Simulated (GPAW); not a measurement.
# Core-hole calculation of the O K edge in TaO2 (P4_2/mnm)

Aim: the near-edge shape at the O K edge of TaO2 (P4_2/mnm), and what the core hole does to it.

Method: X-ray absorption from dipole matrix elements to empty bands, plane-wave PAW LDA, without spin-orbit coupling, in GPAW 26.7.0.

Most raw output is cut from this account.

### 1. The structure

Symmetry: P4_2/mnm, No. 136, tetragonal system. Conventional cell: a = 5.007 Å, b = 5.007 Å, c = 2.876 Å, α = 90.00°, β = 90.00°, γ = 90.00°. Ta has 6 O at 2.02 to 2.09 Å nearest. Nearest to O lie 3 Ta at 2.02 to 2.09 Å. Farther neighbours and most contacts between anions are not listed.

Coordinates:

```xyz
6
Lattice="5.0071 0.0000 0.0000 0.0000 5.0071 0.0000 0.0000 0.0000 2.8761" Properties=species:S:1:pos:R:3 pbc="T T T"
Ta    2.5036    2.5036    0.0000
Ta    0.0000    0.0000    1.4381
O     3.9320    3.9320    0.0000
O     1.0752    1.0752    0.0000
O     1.4284    3.5787    1.4381
O     3.5787    1.4284    1.4381
```

### 2. The field without a hole

The ground state comes first: it tells whether the system has a gap, which decides how the excited electron is treated.

scf.py

```python
import numpy as np
from ase import Atoms
from ase.parallel import parprint, paropen
from gpaw import GPAW, PW, FermiDirac, Mixer, MixerDif, setup_paths
from gpaw.test import gen
setup_paths.insert(0, '.')
gen('O', name='nch1s', xcname='LDA', corehole=(1, 0, 0), write_xml=True)
from gpaw.mpi import world
world.barrier()

atoms = Atoms('Ta2O4',
    cell=[[5.007146, 0, 0],
     [0, 5.007146, 0],
     [0, 0, 2.876101]],
    scaled_positions=[[0.5, 0.5, 0],
     [0, 0, 0.5],
     [0.785276, 0.785276, 0],
     [0.214724, 0.214724, 0],
     [0.285276, 0.714724, 0.5],
     [0.714724, 0.285276, 0.5]],
    pbc=True)
atoms.calc = calc = GPAW(legacy_gpaw=True, mode=PW(500, force_complex_dtype=True), xc='LDA', setups={2: 'nch1s'},
    kpts={'size': (5, 5, 9), 'gamma': True}, occupations=FermiDirac(0.05),
    charge=0, mixer=Mixer(0.1, 5, 50), maxiter=150,
    convergence={'density': 0.0001, 'eigenstates': 1e-6}, txt='scf.txt')
energy = atoms.get_potential_energy() + calc.get_reference_energy()
ef = calc.get_fermi_level()
out = dict(energy=energy, fermi=ef, forces=atoms.get_forces().tolist())
parprint(f'all-electron energy {energy:.4f} eV, Fermi level {ef:.4f} eV')
ev = np.array([[calc.get_eigenvalues(k, s) for k in range(len(calc.get_ibz_k_points()))] for s in range(calc.get_number_of_spins())])
out['homo'], out['lumo'], out['counts'] = ev[ev < ef].max(), ev[ev > ef].min(), sorted(set((ev < ef).sum((0, 2)).tolist()))
out['filled'] = (ev[:, 0] < ef).sum(1).tolist()
import json
with paropen('out.json', 'w') as f:
    json.dump(out, f)
```

Run with:

```bash
$ OMP_NUM_THREADS=1 mpirun -n 4 gpaw python scf.py
```

Run time: 15 s. Hardware: 4 MPI ranks of Intel Xeon Platinum 8488C (Sapphire Rapids), shared host; peak memory 0.21 GiB.

The mesh shows no gap, so the system is treated as a metal and the core electron is put at the Fermi level (neutral cell).

### 3. Spectrum without a core hole, O atom 3

Without a hole the spectrum is the empty density of states of the right symmetry on the absorber, weighted by matrix elements. It needs only the small cell and serves as the baseline. The data set with a hole of occupation 0 only carries the core orbital.

The absorber has 1 Ta at 2.02 Å and 2 Ta at 2.09 Å (distorted trigonal planar, site symmetry m2m).

xas.py

```python
import numpy as np
from ase import Atoms
from ase.parallel import parprint, paropen
from gpaw import GPAW, PW, FermiDirac, Mixer, MixerDif, setup_paths
from gpaw.test import gen
setup_paths.insert(0, '.')
gen('O', name='nch1s', xcname='LDA', corehole=(1, 0, 0), write_xml=True)
from gpaw.mpi import world
world.barrier()

atoms = Atoms('Ta2O4',
    cell=[[5.007146, 0, 0],
     [0, 5.007146, 0],
     [0, 0, 2.876101]],
    scaled_positions=[[0.5, 0.5, 0],
     [0, 0, 0.5],
     [0.785276, 0.785276, 0],
     [0.214724, 0.214724, 0],
     [0.285276, 0.714724, 0.5],
     [0.714724, 0.285276, 0.5]],
    pbc=True)
atoms.calc = calc = GPAW(legacy_gpaw=True, mode=PW(500, force_complex_dtype=True), xc='LDA', setups={2: 'nch1s'},
    kpts={'size': (7, 7, 12), 'gamma': True}, occupations=FermiDirac(0.1),
    charge=0, mixer=Mixer(0.1, 5, 50), maxiter=150,
    convergence={'density': 0.0001, 'eigenstates': 1e-6}, txt='scf.txt')
energy = atoms.get_potential_energy() + calc.get_reference_energy()
ef = calc.get_fermi_level()
out = dict(energy=energy, fermi=ef, forces=atoms.get_forces().tolist())
parprint(f'all-electron energy {energy:.4f} eV, Fermi level {ef:.4f} eV')
ev = np.array([[calc.get_eigenvalues(k, s) for k in range(len(calc.get_ibz_k_points()))] for s in range(calc.get_number_of_spins())])
out['homo'], out['lumo'], out['counts'] = ev[ev < ef].max(), ev[ev > ef].min(), sorted(set((ev < ef).sum((0, 2)).tolist()))
out['filled'] = (ev[:, 0] < ef).sum(1).tolist()

from ase.units import Ha
from gpaw.xas import dipole_matrix_elements
nb = int(calc.get_number_of_electrons() / 2) + 56
top, nb = nb, nb + 8 + nb // 12
nscf = calc.fixed_density(kpts={'size': (6, 6, 10), 'gamma': True}, nbands=nb,
    convergence={'bands': top, 'eigenstates': 5e-3}, maxiter=60, txt='nscf.txt')
cell = atoms.cell.array
ops = [cell.T @ U.T @ np.linalg.inv(cell.T) for U in nscf.wfs.kd.symmetry.op_scc]
E = np.arange(-25, 34, 0.1)
fwhm = np.interp(E, [4, 25], [0.9, 3.5])
Y, X, zero, highest = 0, 0, 1e9, 1e9
for spin in range(nscf.get_number_of_spins()):
    wfs = nscf.wfs
    mine = wfs.bd.get_slice()  # this rank's bands
    A = dipole_matrix_elements(wfs.setups[2])
    eps = np.zeros((wfs.kd.nibzkpts, nb))
    d = np.zeros((3, A.shape[1], wfs.kd.nibzkpts, nb), complex)
    for kpt in wfs.kpt_u:
        if kpt.s == spin and 2 in kpt.P_ani:
            eps[kpt.k, mine] = kpt.eps_n * Ha
            d[:, :, kpt.k, mine] = (kpt.weight * wfs.nspins / 2) ** 0.5 * np.inner(A, kpt.P_ani[2])
    world.sum(eps)
    world.sum(d)
    T = np.einsum('amkn,bmkn->abkn', d, d.conj()).real
    T = sum(np.einsum('ai,ijkn,bj->abkn', R, T, R) for R in ops) / len(ops)
    empty = eps > ef
    zero, highest = min(zero, eps[empty].min()), min(highest, eps[:, top - 1].min())
    lines = [(eps, T, empty)] if spin == 0 else lines + [(eps, T, empty)]
for eps, T, empty in lines:
    f = np.einsum('aakn->akn', T).reshape(3, -1)
    x = eps.ravel() - zero
    w = np.interp(x, E, fwhm) / 2.35482
    g = np.exp(-0.5 * ((E[:, None] - x) / w) ** 2) / (w * (2 * np.pi) ** 0.5)
    Y = Y + (f * empty.ravel()) @ g.T
    X = X + (f * ~empty.ravel()) @ g.T
out.update(E=E.round(2).tolist(), xas=Y.tolist(), xes=X.tolist(), zero=zero, valid=highest - zero, nk=len(eps), nb=nb)
for i in range(0, len(E), 10):
    parprint(f'{E[i]:7.2f}', *(f'{v:10.3e}' for v in Y[:, i]))
import json
with paropen('out.json', 'w') as f:
    json.dump(out, f)
```

Run with:

```bash
$ OMP_NUM_THREADS=1 mpirun -n 4 gpaw python xas.py
```

It took 54 s on 4 MPI ranks; peak memory 0.38 GiB.

The O K spectrum, O atom 3, no core hole (energy from the lowest empty level; intensity scaled to a mean of 1 over the first 20 eV; polarised curves are means over the symmetry-equivalent atoms):

| E (eV) | isotropic | ε ⊥ c | ε ∥ c |
| --- | --- | --- | --- |
| -2.00 | 0.00 | 0.00 | 0.00 |
| -1.25 | 0.00 | 0.00 | 0.00 |
| -0.50 | 0.09 | 0.08 | 0.09 |
| 0.25 | 0.64 | 0.66 | 0.59 |
| 1.00 | 0.82 | 0.87 | 0.73 |
| 1.75 | 1.49 | 1.77 | 0.93 |
| 2.50 | 1.25 | 1.63 | 0.48 |
| 3.25 | 0.69 | 0.72 | 0.63 |
| 4.00 | 0.53 | 0.37 | 0.85 |
| 4.75 | 0.99 | 0.56 | 1.84 |
| 5.50 | 1.52 | 0.82 | 2.91 |
| 6.25 | 1.37 | 1.01 | 2.08 |
| 7.00 | 1.48 | 1.54 | 1.35 |
| 7.75 | 1.76 | 2.01 | 1.25 |
| 8.50 | 1.60 | 1.89 | 1.02 |
| 9.25 | 1.42 | 1.72 | 0.81 |
| 10.00 | 1.36 | 1.68 | 0.72 |
| 10.75 | 1.48 | 1.73 | 0.96 |
| 11.50 | 1.52 | 1.51 | 1.55 |
| 12.25 | 1.33 | 1.07 | 1.85 |
| 13.00 | 1.05 | 0.78 | 1.60 |
| 13.75 | 0.80 | 0.66 | 1.10 |
| 14.50 | 0.61 | 0.56 | 0.70 |
| 15.25 | 0.46 | 0.45 | 0.48 |
| 16.00 | 0.36 | 0.36 | 0.37 |
| 16.75 | 0.33 | 0.33 | 0.32 |
| 17.50 | 0.35 | 0.36 | 0.33 |
| 18.25 | 0.43 | 0.44 | 0.40 |
| 19.00 | 0.54 | 0.55 | 0.54 |
| 19.75 | 0.64 | 0.62 | 0.67 |
| 20.50 | 0.67 | 0.65 | 0.71 |
| 21.25 | 0.63 | 0.62 | 0.64 |
| 22.00 | 0.56 | 0.58 | 0.52 |
| 22.75 | 0.49 | 0.54 | 0.39 |
| 23.50 | 0.44 | 0.51 | 0.29 |
| 24.25 | 0.41 | 0.49 | 0.26 |
| 25.00 | 0.40 | 0.47 | 0.28 |
| 25.75 | 0.41 | 0.45 | 0.33 |
| 26.50 | 0.45 | 0.47 | 0.42 |
| 27.25 | 0.52 | 0.52 | 0.53 |
| 28.00 | 0.61 | 0.60 | 0.64 |
| 28.75 | 0.69 | 0.67 | 0.75 |
| 29.50 | 0.76 | 0.73 | 0.83 |
| 30.25 | 0.83 | 0.80 | 0.89 |
| 31.00 | 0.93 | 0.90 | 0.97 |
| 31.75 | 1.06 | 1.06 | 1.05 |

Main maxima below 24 eV (height): 2.0 eV (1.56), 5.7 eV (1.54), 7.8 eV (1.76), 11.3 eV (1.54) and 20.4 eV (0.67). A K edge sees empty p states; the first features are O p mixed into the empty d states of the Ta neighbours, and the broad ones above probably into the cations' higher empty bands.

The same matrix elements for filled bands give the O K emission of O atom 3 (ground-state approximation; energy from the lowest empty level, largest value 1):

| E (eV) | emission |
| --- | --- |
| -24.00 | 0.00 |
| -23.25 | 0.00 |
| -22.50 | 0.00 |
| -21.75 | 0.00 |
| -21.00 | 0.00 |
| -20.25 | 0.00 |
| -19.50 | 0.00 |
| -18.75 | 0.00 |
| -18.00 | 0.00 |
| -17.25 | 0.00 |
| -16.50 | 0.00 |
| -15.75 | 0.00 |
| -15.00 | 0.00 |
| -14.25 | 0.00 |
| -13.50 | 0.00 |
| -12.75 | 0.00 |
| -12.00 | 0.00 |
| -11.25 | 0.00 |
| -10.50 | 0.00 |
| -9.75 | 0.00 |
| -9.00 | 0.08 |
| -8.25 | 0.42 |
| -7.50 | 0.59 |
| -6.75 | 0.60 |
| -6.00 | 0.70 |
| -5.25 | 0.94 |
| -4.50 | 1.00 |
| -3.75 | 0.68 |
| -3.00 | 0.12 |
| -2.25 | 0.00 |
| -1.50 | 0.02 |
| -0.75 | 0.05 |
| 0.00 | 0.03 |
| 0.75 | 0.00 |
| 1.50 | 0.00 |
| 2.25 | 0.00 |
| 3.00 | 0.00 |

Emission maxima: -4.6 eV (1.00).

### 4. Supercell without a hole, the energy reference

The photon energy needs a difference of total energies, so the cell and mesh of the coming hole run are first run without a hole.

Edit scf.py of step 2 so:

```diff
@@ -10,15 +10,21 @@
 
-atoms = Atoms('Ta2O4',
-    cell=[[5.007146, 0, 0],
-     [0, 5.007146, 0],
-     [0, 0, 2.876101]],
-    scaled_positions=[[0.5, 0.5, 0],
-     [0, 0, 0.5],
-     [0.785276, 0.785276, 0],
-     [0.214724, 0.214724, 0],
-     [0.285276, 0.714724, 0.5],
-     [0.714724, 0.285276, 0.5]],
+atoms = Atoms('Ta4O8',
+    cell=[[0, 0, 5.752202],
+     [5.007146, 0, 2.876101],
+     [0, 5.007146, 2.876101]],
+    scaled_positions=[[0.5, 0.5, 0.5],
+     [0, 0.5, 0.5],
+     [0.25, 0, 0],
+     [0.75, 0, 0],
+     [0.214724, 0.785276, 0.785276],
+     [0.714724, 0.785276, 0.785276],
+     [0.785276, 0.214724, 0.214724],
+     [0.285276, 0.214724, 0.214724],
+     [0.75, 0.285276, 0.714724],
+     [0.25, 0.285276, 0.714724],
+     [0.75, 0.714724, 0.285276],
+     [0.25, 0.714724, 0.285276]],
     pbc=True)
-atoms.calc = calc = GPAW(legacy_gpaw=True, mode=PW(500, force_complex_dtype=True), xc='LDA', setups={2: 'nch1s'},
-    kpts={'size': (5, 5, 9), 'gamma': True}, occupations=FermiDirac(0.05),
+atoms.calc = calc = GPAW(legacy_gpaw=True, mode=PW(500, force_complex_dtype=True), xc='LDA', setups={4: 'nch1s'},
+    kpts={'size': (5, 5, 5), 'gamma': True}, occupations=FermiDirac(0.1),
     charge=0, mixer=Mixer(0.1, 5, 50), maxiter=150,
```

Run with:

```bash
$ OMP_NUM_THREADS=1 mpirun -n 4 gpaw python scf.py
```

Wall time 36 s (4 MPI ranks); peak memory 0.28 GiB; 2.4 min of CPU time.

Reference energy: -1712032.690 eV with the cores included.

### 5. Spectrum with XCH, O atom 3

The holes are 5.8 Å apart. In GPAW the data set carries the hole's charge, so charge=0 means a charged cell and charge=-1 a neutral one. The excited electron is kept in the cell, where it fills the lowest empty states and screens the hole. After the field has converged, empty bands are computed with the density fixed and the dipole matrix elements are summed.

Edit xas.py of step 3 so:

```diff
@@ -6,3 +6,3 @@
 setup_paths.insert(0, '.')
-gen('O', name='nch1s', xcname='LDA', corehole=(1, 0, 0), write_xml=True)
+gen('O', name='fch1s', xcname='LDA', corehole=(1, 0, 1), write_xml=True)
 from gpaw.mpi import world
@@ -10,16 +10,22 @@
 
-atoms = Atoms('Ta2O4',
-    cell=[[5.007146, 0, 0],
-     [0, 5.007146, 0],
-     [0, 0, 2.876101]],
-    scaled_positions=[[0.5, 0.5, 0],
-     [0, 0, 0.5],
-     [0.785276, 0.785276, 0],
-     [0.214724, 0.214724, 0],
-     [0.285276, 0.714724, 0.5],
-     [0.714724, 0.285276, 0.5]],
+atoms = Atoms('Ta4O8',
+    cell=[[0, 0, 5.752202],
+     [5.007146, 0, 2.876101],
+     [0, 5.007146, 2.876101]],
+    scaled_positions=[[0.5, 0.5, 0.5],
+     [0, 0.5, 0.5],
+     [0.25, 0, 0],
+     [0.75, 0, 0],
+     [0.214724, 0.785276, 0.785276],
+     [0.714724, 0.785276, 0.785276],
+     [0.785276, 0.214724, 0.214724],
+     [0.285276, 0.214724, 0.214724],
+     [0.75, 0.285276, 0.714724],
+     [0.25, 0.285276, 0.714724],
+     [0.75, 0.714724, 0.285276],
+     [0.25, 0.714724, 0.285276]],
     pbc=True)
-atoms.calc = calc = GPAW(legacy_gpaw=True, mode=PW(500, force_complex_dtype=True), xc='LDA', setups={2: 'nch1s'},
-    kpts={'size': (7, 7, 12), 'gamma': True}, occupations=FermiDirac(0.1),
-    charge=0, mixer=Mixer(0.1, 5, 50), maxiter=150,
+atoms.calc = calc = GPAW(legacy_gpaw=True, mode=PW(500, force_complex_dtype=True), xc='LDA', setups={4: 'fch1s'},
+    kpts={'size': (5, 5, 5), 'gamma': True}, occupations=FermiDirac(0.1),
+    charge=-1, mixer=Mixer(0.1, 5, 50), maxiter=150,
     convergence={'density': 0.0001, 'eigenstates': 1e-6}, txt='scf.txt')
@@ -35,5 +41,5 @@
 from gpaw.xas import dipole_matrix_elements
-nb = int(calc.get_number_of_electrons() / 2) + 56
+nb = int(calc.get_number_of_electrons() / 2) + 109
 top, nb = nb, nb + 8 + nb // 12
-nscf = calc.fixed_density(kpts={'size': (6, 6, 10), 'gamma': True}, nbands=nb,
+nscf = calc.fixed_density(kpts={'size': (6, 6, 6), 'gamma': True}, nbands=nb,
     convergence={'bands': top, 'eigenstates': 5e-3}, maxiter=60, txt='nscf.txt')
@@ -41,3 +47,3 @@
 ops = [cell.T @ U.T @ np.linalg.inv(cell.T) for U in nscf.wfs.kd.symmetry.op_scc]
-E = np.arange(-25, 34, 0.1)
+E = np.arange(-6, 34, 0.1)
 fwhm = np.interp(E, [4, 25], [0.9, 3.5])
@@ -47,3 +53,3 @@
     mine = wfs.bd.get_slice()  # this rank's bands
-    A = dipole_matrix_elements(wfs.setups[2])
+    A = dipole_matrix_elements(wfs.setups[4])
     eps = np.zeros((wfs.kd.nibzkpts, nb))
@@ -51,5 +57,5 @@
     for kpt in wfs.kpt_u:
-        if kpt.s == spin and 2 in kpt.P_ani:
+        if kpt.s == spin and 4 in kpt.P_ani:
             eps[kpt.k, mine] = kpt.eps_n * Ha
-            d[:, :, kpt.k, mine] = (kpt.weight * wfs.nspins / 2) ** 0.5 * np.inner(A, kpt.P_ani[2])
+            d[:, :, kpt.k, mine] = (kpt.weight * wfs.nspins / 2) ** 0.5 * np.inner(A, kpt.P_ani[4])
     world.sum(eps)
```

Run with:

```bash
$ OMP_NUM_THREADS=1 mpirun -n 4 gpaw python xas.py
```

Elapsed: 2 min, on 4 MPI ranks; peak memory 0.52 GiB; 8.2 min of CPU time.

The O K spectrum, O atom 3, excited-electron core hole (neutral cell) (energy from the lowest empty level; intensity scaled to a mean of 1 over the first 20 eV; polarised curves are means over the symmetry-equivalent atoms):

| E (eV) | isotropic | ε ⊥ c | ε ∥ c |
| --- | --- | --- | --- |
| -2.0 | 0.00 | 0.00 | 0.00 |
| -1.5 | 0.00 | 0.00 | 0.00 |
| -1.0 | 0.00 | 0.00 | 0.00 |
| -0.5 | 0.10 | 0.11 | 0.08 |
| 0.0 | 0.54 | 0.60 | 0.43 |
| 0.5 | 0.95 | 1.06 | 0.73 |
| 1.0 | 1.19 | 1.40 | 0.77 |
| 1.5 | 1.35 | 1.55 | 0.96 |
| 2.0 | 0.99 | 0.99 | 1.00 |
| 2.5 | 0.57 | 0.53 | 0.64 |
| 3.0 | 0.59 | 0.43 | 0.91 |
| 3.5 | 0.74 | 0.42 | 1.36 |
| 4.0 | 1.12 | 0.58 | 2.21 |
| 4.5 | 1.80 | 1.11 | 3.16 |
| 5.0 | 2.21 | 1.72 | 3.19 |
| 5.5 | 2.09 | 2.02 | 2.23 |
| 6.0 | 1.94 | 2.23 | 1.37 |
| 6.5 | 1.90 | 2.38 | 0.94 |
| 7.0 | 1.90 | 2.41 | 0.88 |
| 7.5 | 1.74 | 2.12 | 0.99 |
| 8.0 | 1.42 | 1.64 | 0.98 |
| 8.5 | 1.17 | 1.33 | 0.85 |
| 9.0 | 1.04 | 1.20 | 0.73 |
| 9.5 | 1.05 | 1.20 | 0.74 |
| 10.0 | 1.16 | 1.26 | 0.96 |
| 10.5 | 1.27 | 1.24 | 1.33 |
| 11.0 | 1.25 | 1.06 | 1.62 |
| 11.5 | 1.10 | 0.82 | 1.64 |
| 12.0 | 0.91 | 0.64 | 1.45 |
| 12.5 | 0.76 | 0.56 | 1.17 |
| 13.0 | 0.65 | 0.52 | 0.90 |
| 13.5 | 0.55 | 0.50 | 0.66 |
| 14.0 | 0.47 | 0.46 | 0.50 |
| 14.5 | 0.41 | 0.41 | 0.40 |
| 15.0 | 0.36 | 0.37 | 0.35 |
| 15.5 | 0.33 | 0.34 | 0.32 |
| 16.0 | 0.33 | 0.34 | 0.31 |
| 16.5 | 0.35 | 0.37 | 0.32 |
| 17.0 | 0.40 | 0.42 | 0.35 |
| 17.5 | 0.47 | 0.49 | 0.41 |
| 18.0 | 0.56 | 0.58 | 0.51 |
| 18.5 | 0.65 | 0.66 | 0.62 |
| 19.0 | 0.73 | 0.72 | 0.73 |
| 19.5 | 0.77 | 0.76 | 0.78 |
| 20.0 | 0.77 | 0.76 | 0.78 |
| 20.5 | 0.73 | 0.74 | 0.73 |
| 21.0 | 0.68 | 0.70 | 0.64 |
| 21.5 | 0.62 | 0.67 | 0.54 |
| 22.0 | 0.57 | 0.63 | 0.45 |
| 22.5 | 0.53 | 0.61 | 0.38 |
| 23.0 | 0.50 | 0.59 | 0.33 |
| 23.5 | 0.49 | 0.58 | 0.32 |
| 24.0 | 0.49 | 0.57 | 0.34 |
| 24.5 | 0.51 | 0.57 | 0.39 |
| 25.0 | 0.54 | 0.58 | 0.46 |
| 25.5 | 0.59 | 0.61 | 0.56 |
| 26.0 | 0.66 | 0.66 | 0.67 |
| 26.5 | 0.74 | 0.72 | 0.79 |
| 27.0 | 0.83 | 0.79 | 0.91 |
| 27.5 | 0.92 | 0.87 | 1.02 |
| 28.0 | 0.99 | 0.94 | 1.11 |
| 28.5 | 1.06 | 1.00 | 1.18 |
| 29.0 | 1.11 | 1.05 | 1.23 |
| 29.5 | 1.17 | 1.12 | 1.26 |
| 30.0 | 1.23 | 1.19 | 1.30 |
| 30.5 | 1.30 | 1.28 | 1.34 |
| 31.0 | 1.38 | 1.38 | 1.37 |
| 31.5 | 1.45 | 1.47 | 1.41 |
| 32.0 | 1.49 | 1.52 | 1.43 |

Main maxima below 24 eV (height): 1.4 eV (1.36), 5.1 eV (2.22), 10.7 eV (1.28) and 19.7 eV (0.77). 

The total-energy difference is 535.16 eV. One term is added: -8.83 eV, since the hole is spin-paired here and a spin-polarised one costs that much less in the free atom (computed apart). The photon energy is then 526.33 eV. The functional leaves an error in such absolute values: in the free atom LDA prices this hole 4.1 eV below PBE (computed apart), and PBE is itself good to a few eV.

### 6. Reference energy of the cell

The cell and mesh change for the next run, so it gets a reference energy of its own.

scf.py

```python
import numpy as np
from ase import Atoms
from ase.parallel import parprint, paropen
from gpaw import GPAW, PW, FermiDirac, Mixer, MixerDif, setup_paths
from gpaw.test import gen
setup_paths.insert(0, '.')
gen('O', name='nch1s', xcname='LDA', corehole=(1, 0, 0), write_xml=True)
from gpaw.mpi import world
world.barrier()

atoms = Atoms('Ta2O4',
    cell=[[0, 0, 2.876101],
     [5.007146, 0, 0],
     [0, 5.007146, 0]],
    scaled_positions=[[0, 0.5, 0.5],
     [0.5, 0, 0],
     [0, 0.785276, 0.785276],
     [0, 0.214724, 0.214724],
     [0.5, 0.285276, 0.714724],
     [0.5, 0.714724, 0.285276]],
    pbc=True)
atoms.calc = calc = GPAW(legacy_gpaw=True, mode=PW(500, force_complex_dtype=True), xc='LDA', setups={2: 'nch1s'},
    kpts={'size': (8, 5, 5), 'gamma': True}, occupations=FermiDirac(0.1),
    charge=0, mixer=Mixer(0.1, 5, 50), maxiter=150,
    convergence={'density': 0.0001, 'eigenstates': 1e-6}, txt='scf.txt')
energy = atoms.get_potential_energy() + calc.get_reference_energy()
ef = calc.get_fermi_level()
out = dict(energy=energy, fermi=ef, forces=atoms.get_forces().tolist())
parprint(f'all-electron energy {energy:.4f} eV, Fermi level {ef:.4f} eV')
ev = np.array([[calc.get_eigenvalues(k, s) for k in range(len(calc.get_ibz_k_points()))] for s in range(calc.get_number_of_spins())])
out['homo'], out['lumo'], out['counts'] = ev[ev < ef].max(), ev[ev > ef].min(), sorted(set((ev < ef).sum((0, 2)).tolist()))
out['filled'] = (ev[:, 0] < ef).sum(1).tolist()
import json
with paropen('out.json', 'w') as f:
    json.dump(out, f)
```

Run with:

```bash
$ OMP_NUM_THREADS=1 mpirun -n 4 gpaw python scf.py
```

Run time: 13 s. Hardware: 4 MPI ranks; peak memory 0.21 GiB.

(Part 1 of 2 ends here.)

[Logs are printed without paths, hosts, clocks, repeated set-up lines and the standing remarks that a program may print on its own settings, such as how far it seeks lower states.]

[Hosts, paths, dates, database ids (printed as entryN), source tags and the programs' standing remarks are cut or masked in the printed files.]

[Lists of maxima count a maximum above −3 eV only where it reaches 4 % of the highest in the window and stands out from its surroundings by 2 % of it (1.5 % where it reaches 55 %); shoulders and weaker maxima are passed over, and of the rest the first, up to two pre-edge ones and the few strongest are named.]
